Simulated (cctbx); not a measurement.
## Accept or mend?

Cell a = 9.7080 Å, b = 9.7080 Å, c = 9.7080 Å, α = 90.00°, β = 90.00°, γ = 90.00°; space group P4_332 (no. 212).

The data are simulated with cctbx, not measured: Cu Kα, λ = 1.54184 Å, to d = 0.83 Å, 95 % of the full sphere, strongest reflection 5000 counts, noise from counting, a 1.5 % proportional error and a noise floor of 15 counts (s.d.); no absorption.

An anisotropic refinement with weights 1/σ² prints:

```text
Rint 0.129, 285 unique reflections to 0.83 A
cycle     R1     wR2    GooF  max shift (A)
   1  0.0605  0.0776   2.611   0.02890
   3  0.0526  0.0598   2.011   0.00008
final R1 0.0526 wR2 0.0598 GooF 2.011  parameters 19  data/parameter 15.0
atom        x        y        z      Ueq    occ   su(xyz)  su(Uiso or U11)
Ir1    0.87500  0.87462  0.62462   0.0083  1.000  0.00019  0.0008
Cu1    0.87500  0.37500  0.12500   0.0080  1.000  0.00000  0.0019
Co1    0.74745  0.75255  0.24745   0.0094  1.000  0.00070  0.0008
S1     0.86938  0.89028  0.39289   0.0068  1.000  0.00072  0.0026  NPD
difference map: max 12.87 min -4.08 rms 0.94
Q1    0.1153  0.6153  0.8847    8   14.46  2.22 A from Co1
Q2    0.1037  0.6250  0.1463   12    3.58  0.29 A from Ir1
Q3    0.0783  0.0904  0.8517   24    3.29  0.65 A from S1
Q4    0.0306  0.2194  0.1250   12    2.26  1.93 A from S1
Q5    0.0887  0.3750  0.3387   12    2.26  2.15 A from Co1
Q6    0.0583  0.5946  0.3923   24    2.14  0.90 A from S1
```

**Question.** Can this result stand? If not, what is the likely fault?

Mend it. The fault: an atom left out, O at (0.8630, 0.8630, 0.8630). Against the right model at the same level, R1 goes from 0.0264 to 0.0526 and GooF from 0.93 to 2.01 and the top difference peak, 14.5 e/Å³, lies 2.22 Å from Co1. Q1 is the missing atom. With scattering power missing, scale and phases suffer, so peaks may also grow on the heavy atoms.

The compound is Co2CuIr3S6O2. The right model at the same level gives:

```text
Rint 0.129, 285 unique reflections to 0.83 A
cycle     R1     wR2    GooF  max shift (A)
   1  0.0271  0.0291   0.983   0.00836
   2  0.0264  0.0276   0.933   0.00039
final R1 0.0264 wR2 0.0276 GooF 0.933  parameters 22  data/parameter 13.0
atom        x        y        z      Ueq    occ   su(xyz)  su(Uiso or U11)
Ir1    0.87500  0.87402  0.62402   0.0082  1.000  0.00011  0.0004
Cu1    0.87500  0.37500  0.12500   0.0123  1.000  0.00000  0.0009
Co1    0.74723  0.75277  0.24723   0.0095  1.000  0.00032  0.0004
S1     0.86815  0.89203  0.39138   0.0136  1.000  0.00051  0.0014
O1     0.86226  0.86226  0.86226   0.0118  1.000  0.00137  0.0053  NPD
Flack x: 0.1(3)
Hooft y: 0.148(300)  Bijvoet pairs: 82
difference map: max 1.93 min -2.08 rms 0.62
Q1    0.0326  0.2174  0.1250   12    2.11  1.96 A from S1
Q2    0.0521  0.5918  0.3928   24    2.08  0.97 A from S1
Q3    0.0351  0.8750  0.2851   12    1.95  1.23 A from Cu1
Q4    0.0239  0.9265  0.8345   24    1.79  1.71 A from O1
Q5    0.0122  0.8096  0.5644   24    1.73  1.39 A from S1
Q6    0.0880  0.1270  0.6689   24    1.70  0.56 A from Ir1
```

Isotropic U is held between 0.0001 and 1 Å² by the program, and listed peak heights are interpolated, so they can pass the grid's maximum.

The model was made for the exercise: a known structure type with other elements put in, its volume estimated, not relaxed; displacement parameters are assumed.

[Middle refinement cycles are left out of these outputs.]

[Logs are printed without paths, hosts, clocks, repeated set-up lines and the standing remarks that a program may print on its own settings, such as how far it seeks lower states.]
